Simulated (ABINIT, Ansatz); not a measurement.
**How the form of the self-energy moves the gap of NaI (Fm-3m)**

Aim: compare treatments of exchange, screening and correlation for the gap of NaI (Fm-3m).

Method: PBE and many-body steps on it, plane waves, in ABINIT 10.8.3.

Most raw output is cut from this account.

## Step 1: Set-up

Symmetry: Fm-3m, No. 225, cubic system. The conventional cell has a = 6.473 Å, b = 6.473 Å, c = 6.473 Å, α = 90.00°, β = 90.00°, γ = 90.00°. Na has 6 I at 3.24 Å nearest. I has 6 Na at 3.24 Å nearest. Farther neighbours and most contacts between anions are not listed.

The cell and positions come from the Crystallography Open Database and are kept as given unless a step says otherwise. Spin-orbit coupling is left out unless a step names it.

## Step 2: Empty states on the mesh, 4×4×4 mesh, 177 bands

This step: ABINIT 10.8.3; DFT, PBE, plane waves, norm-conserving pseudopotentials.

The sums over transitions need many empty states on a uniform mesh; this step solves for them.

run.abi reads:

```
acell 3*1.0 Angstrom
rprim 
  0.000000000000 3.236400000000 3.236400000000
  3.236400000000 -0.000000000000 3.236400000000
  3.236400000000 3.236400000000 -0.000000000000
ntypat 2
znucl 11 53
natom 2
typat 1 2
xred 
  0.000000000000 0.000000000000 0.000000000000
  0.500000000000 0.500000000000 0.500000000000
pp_dirpath "pseudos"
pseudos "Na.upf, I.upf"
ecut 38
ngkpt 4 4 4
nshiftk 1
shiftk 0 0 0
kptopt 1
chksymbreak 0
iscf -2
irdden 1
istwfk *1
nband 177
nbdbuf 16
tolwfr 1e-09
nstep 60
prtvol 0
indata_prefix "in"
outdata_prefix "out"
tmpdata_prefix "tmp"
```

Run with:

```console
> OMP_NUM_THREADS=1 mpirun -n 4 abinit run.abi > log
```

Run time: 2.4 min. Hardware: 4 MPI ranks of Arm Neoverse N1, shared host; peak memory 0.43 GiB; 9.5 min of CPU time.

Numbers from this step:

* gap: 3.639 eV
* k of the valence top: 0, 0, 0
* k of the conduction bottom: 0, 0, 0
* least direct gap: 3.639 eV
* k points computed: 8
* lowest point of the top converged band, above the valence top: 92.0409 eV

On this mesh the gap is 3.639 eV.

The density comes from a self-consistent run that is not shown.

## Step 3: Screening, 4×4×4 mesh, 70 bands, screening to 114.3 eV

The RPA dielectric matrix is built and inverted for each q.

This step: RPA screening on PBE, plane waves, norm-conserving pseudopotentials.

Changes to run.abi since step 2:

```diff
@@ -20,10 +20,11 @@
 chksymbreak 0
-iscf -2
-irdden 1
 istwfk *1
-nband 177
-nbdbuf 16
-tolwfr 1e-09
-nstep 60
-prtvol 0
+occopt 1
+irdwfk 1
+optdriver 3
+nband 70
+ecuteps 4.2
+inclvkb 2
+awtr 1
+symchi 1
 indata_prefix "in"
```

Run time: 33 s. Hardware: 4 MPI ranks; peak memory 0.84 GiB; 2.2 min of CPU time.

Numbers from this step:

```yaml
eps_infinity_with_local_fields_on_this_mesh_along_the_program_s_q_direction: 3.234
the_same_without_local_fields: 3.932
plasma_frequency: 18.04 eV
plane_waves_in_the_screening_matrix: 169
```

Local fields lower ε∞ by 18 %.

## Step 4: G0W0, Godby-Needs plasmon pole

The self-energy is evaluated for the states that the input lists, and the levels follow from it, in one-shot runs by the linearised quasiparticle equation.

This step: G0W0 on PBE, plane waves, norm-conserving pseudopotentials.

Changes to run.abi since step 3:

```diff
@@ -23,8 +23,15 @@
 irdwfk 1
-optdriver 3
+optdriver 4
 nband 70
+gwcalctyp 0
+ecutsigx 38
+symsigma 1
+nkptgw 1
+kptgw 
+  0.0000000000 0.0000000000 0.0000000000
+bdgw 
+  6 12
 ecuteps 4.2
-inclvkb 2
-awtr 1
-symchi 1
+irdscr 1
+ppmodel 1
 indata_prefix "in"
```

Run time: 7.4 s. Hardware: 4 MPI ranks; peak memory 0.71 GiB.

This step gave:

* G0W0 gap on the points computed: 5.426 eV
* starting gap on the mesh: 3.639 eV
* k of the valence top: 0, 0, 0
* k of the conduction bottom: 0, 0, 0
* Z at the valence top: 0.803
* Z at the conduction bottom: 0.84
* least direct G0W0 gap on the computed points: 5.426 eV

The gap on the mesh goes from 3.64 eV to 5.43 eV, a correction of +1.79 eV.

## Step 5: G0W0, Hybertsen-Louie plasmon pole

Changes to run.abi since step 4:

```diff
@@ -35,3 +35,3 @@
 irdscr 1
-ppmodel 1
+ppmodel 2
 indata_prefix "in"
```

Run time: 7.1 s. Hardware: 4 MPI ranks; peak memory 0.72 GiB.

This step gave:

```yaml
g0w0_gap_on_the_points_computed: 5.195 eV
starting_gap_on_the_mesh: 3.639 eV
k_of_the_valence_top: 0, 0, 0
k_of_the_conduction_bottom: 0, 0, 0
z_at_the_valence_top: 0.863
z_at_the_conduction_bottom: 0.873
least_direct_g0w0_gap_on_the_computed_points: 5.195 eV
```

Against G0W0 in ABINIT (4×4×4 mesh, 70 bands, screening to 114.3 eV, Godby-Needs plasmon pole), the gap moves by −0.231 eV.

## Step 6: G0W0, von der Linden-Horsch plasmon pole

Changes to run.abi since step 5:

```diff
@@ -35,3 +35,3 @@
 irdscr 1
-ppmodel 2
+ppmodel 3
 indata_prefix "in"
```

Run time: 5.7 s. Hardware: 4 MPI ranks; peak memory 0.41 GiB; 22 s of CPU time.

Numbers from this step:

* G0W0 gap on the points computed: 5.495 eV
* starting gap on the mesh: 3.639 eV
* k of the valence top: 0, 0, 0
* k of the conduction bottom: 0, 0, 0
* least direct G0W0 gap on the computed points: 5.495 eV

Against G0W0 in ABINIT (4×4×4 mesh, 70 bands, screening to 114.3 eV, Godby-Needs plasmon pole), the gap moves by +0.069 eV.

## Step 7: One-shot COHSEX

This step: one-shot COHSEX on PBE, plane waves, norm-conserving pseudopotentials.

Changes to run.abi since step 6:

```diff
@@ -25,3 +25,3 @@
 nband 70
-gwcalctyp 0
+gwcalctyp 7
 ecutsigx 38
@@ -35,3 +35,2 @@
 irdscr 1
-ppmodel 3
 indata_prefix "in"
```

The job ended after 4.4 s (4 MPI ranks; peak memory 0.43 GiB; 17 s of CPU time).

Numbers from this step:

```
quasiparticle gap on the points computed              : 6.541 eV
starting gap on the mesh                              : 3.639 eV
k of the valence top                                  : 0, 0, 0
k of the conduction bottom                            : 0, 0, 0
least direct quasiparticle gap on the computed points : 6.541 eV
```

Against G0W0 in ABINIT (4×4×4 mesh, 70 bands, screening to 114.3 eV, Godby-Needs plasmon pole), the gap moves by +1.115 eV.

## Step 8: One-shot Hartree-Fock

This step: one-shot Hartree-Fock on PBE, plane waves, norm-conserving pseudopotentials.

Changes to run.abi since step 7:

```diff
@@ -24,4 +24,4 @@
 optdriver 4
-nband 70
-gwcalctyp 7
+nband 12
+gwcalctyp 5
 ecutsigx 38
@@ -33,4 +33,4 @@
   6 12
-ecuteps 4.2
-irdscr 1
+ixc_sigma 40
+fftgw 31
 indata_prefix "in"
```

It took 4.1 s on 4 MPI ranks; peak memory 0.42 GiB; 16 s of CPU time.

Numbers from this step:

* quasiparticle gap on the points computed: 10.27 eV
* starting gap on the mesh: 3.639 eV
* k of the valence top: 0, 0, 0
* k of the conduction bottom: 0, 0, 0
* least direct quasiparticle gap on the computed points: 10.27 eV

Against G0W0 in ABINIT (4×4×4 mesh, 70 bands, screening to 114.3 eV, Godby-Needs plasmon pole), the gap moves by +4.839 eV.

## Step 9: Screening, 4×4×4 mesh, 70 bands, screening to 114.3 eV

This step: RPA screening on PBE, plane waves, norm-conserving pseudopotentials.

Changes to run.abi since step 8:

```diff
@@ -23,14 +23,14 @@
 irdwfk 1
-optdriver 4
-nband 12
-gwcalctyp 5
-ecutsigx 38
-symsigma 1
-nkptgw 1
-kptgw 
-  0.0000000000 0.0000000000 0.0000000000
-bdgw 
-  6 12
-ixc_sigma 40
-fftgw 31
+optdriver 3
+nband 70
+ecuteps 4.2
+inclvkb 2
+awtr 1
+symchi 1
+gwcalctyp 2
+nfreqre 16
+freqremax 40 eV
+nfreqim 8
+spmeth 1
+nomegasf 120
 indata_prefix "in"
```

Elapsed: 42 s, on 4 MPI ranks; peak memory 1 GiB.

Numbers from this step:

| Item | Value |
| --- | --- |
| ε∞ with local fields, on this mesh, along the program's q direction | 3.256 |
| the same without local fields | 3.959 |
| plasma frequency | 18.04 eV |
| plane waves in the screening matrix | 169 |

## Step 10: G0W0, contour deformation

This step: G0W0 on PBE, plane waves, norm-conserving pseudopotentials.

Changes to run.abi since step 9:

```diff
@@ -23,14 +23,14 @@
 irdwfk 1
-optdriver 3
+optdriver 4
 nband 70
+gwcalctyp 2
+ecutsigx 38
+symsigma 1
+nkptgw 1
+kptgw 
+  0.0000000000 0.0000000000 0.0000000000
+bdgw 
+  6 12
 ecuteps 4.2
-inclvkb 2
-awtr 1
-symchi 1
-gwcalctyp 2
-nfreqre 16
-freqremax 40 eV
-nfreqim 8
-spmeth 1
-nomegasf 120
+irdscr 1
 indata_prefix "in"
```

The job ended after 6.5 s (4 MPI ranks; peak memory 0.92 GiB).

This step gave:

| Item | Value |
| --- | --- |
| G0W0 gap on the points computed | 5.407 eV |
| starting gap on the mesh | 3.639 eV |
| k of the valence top | 0, 0, 0 |
| k of the conduction bottom | 0, 0, 0 |
| least direct G0W0 gap on the computed points | 5.407 eV |

Against G0W0 in ABINIT (4×4×4 mesh, 70 bands, screening to 114.3 eV, Godby-Needs plasmon pole), the gap moves by −0.019 eV.

## Step 11: Side by side

Times are wall times on 4 MPI ranks of Arm Neoverse N1, shared host, good to a factor of about two. A run's time includes the screening step that it read.

| run | mesh | bands | screening cutoff (eV) | DFT gap (eV) | gap on the mesh (eV) | direct (eV) | ε∞ used | time |
| --- | --- | --- | --- | --- | --- | --- | --- | --- |
| G0W0, Godby-Needs plasmon pole | 4×4×4 | 70 | 114.3 | 3.639 | 5.426 | 5.426 | 3.23 | 40 s |
| G0W0, Hybertsen-Louie plasmon pole | 4×4×4 | 70 | 114.3 | 3.639 | 5.195 | 5.195 | 3.23 | 40 s |
| G0W0, von der Linden-Horsch plasmon pole | 4×4×4 | 70 | 114.3 | 3.639 | 5.495 | 5.495 | 3.23 | 38 s |
| one-shot COHSEX | 4×4×4 | 70 | 114.3 | 3.639 | 6.541 | 6.541 | 3.23 | 37 s |
| one-shot Hartree-Fock | 4×4×4 | - | - | 3.639 | 10.265 | 10.265 | - | 4.1 s |
| G0W0, contour deformation | 4×4×4 | 70 | 114.3 | 3.639 | 5.407 | 5.407 | 3.26 | 49 s |

## Step 12: Summary of results

```
G0W0, Godby-Needs plasmon pole           : 5.426 eV
G0W0, Hybertsen-Louie plasmon pole       : 5.195 eV
G0W0, von der Linden-Horsch plasmon pole : 5.495 eV
one-shot COHSEX                          : 6.541 eV
one-shot Hartree-Fock                    : 10.265 eV
G0W0, contour deformation                : 5.407 eV
known limits                             : not at the basis limit; no spin-orbit coupling
```

**Reading.** G0W0, Hybertsen-Louie plasmon pole: −0.231 eV against G0W0, Godby-Needs plasmon pole. G0W0, von der Linden-Horsch plasmon pole: +0.069 eV against G0W0, Godby-Needs plasmon pole. One-shot COHSEX: +1.115 eV against G0W0, Godby-Needs plasmon pole. One-shot Hartree-Fock: +4.839 eV against G0W0, Godby-Needs plasmon pole. G0W0, contour deformation: −0.019 eV against G0W0, Godby-Needs plasmon pole. Bare exchange alone opens the gap to 10.27 eV; against G0W0, correlation takes back 4.84 eV. Static COHSEX lies above G0W0: it lacks the factor Z and overstates the Coulomb hole of the filled states. Bands and cutoff are finite, so the gap is not at the basis limit. The miss can reach some tenths of an eV and take either sign; the mesh is an error of its own. In the G0W0 runs levels were corrected at 1 k point alone, so a gap called «on the mesh» is the least over those, and an edge elsewhere would be missed. The many-body steps are scalar-relativistic: spin-orbit coupling is not in them.

[Paths, hosts, dates, memory and timing lines, banners, echoed tables and standing remarks are left out of the program output.]

[Logs are printed without paths, hosts, clocks, repeated set-up lines and the standing remarks that a program may print on its own settings, such as how far it seeks lower states.]

[Runs of the session that timed out or met a known fault of the program may be left out.]

[Hosts, paths, dates, database ids (printed as entryN), source tags and the programs' standing remarks are cut or masked in the printed files.]

[G0W0 gaps are taken among the corrected bands and points alone; a level outside them can change the order at an edge.]

[Where Ansatz stands beside ABINIT at settings called matched, ABINIT's density can come from a denser mesh and the files from another edition; pairs whose starting gaps differed by over 0.03 eV were left out, so agreement reads better than it is.]
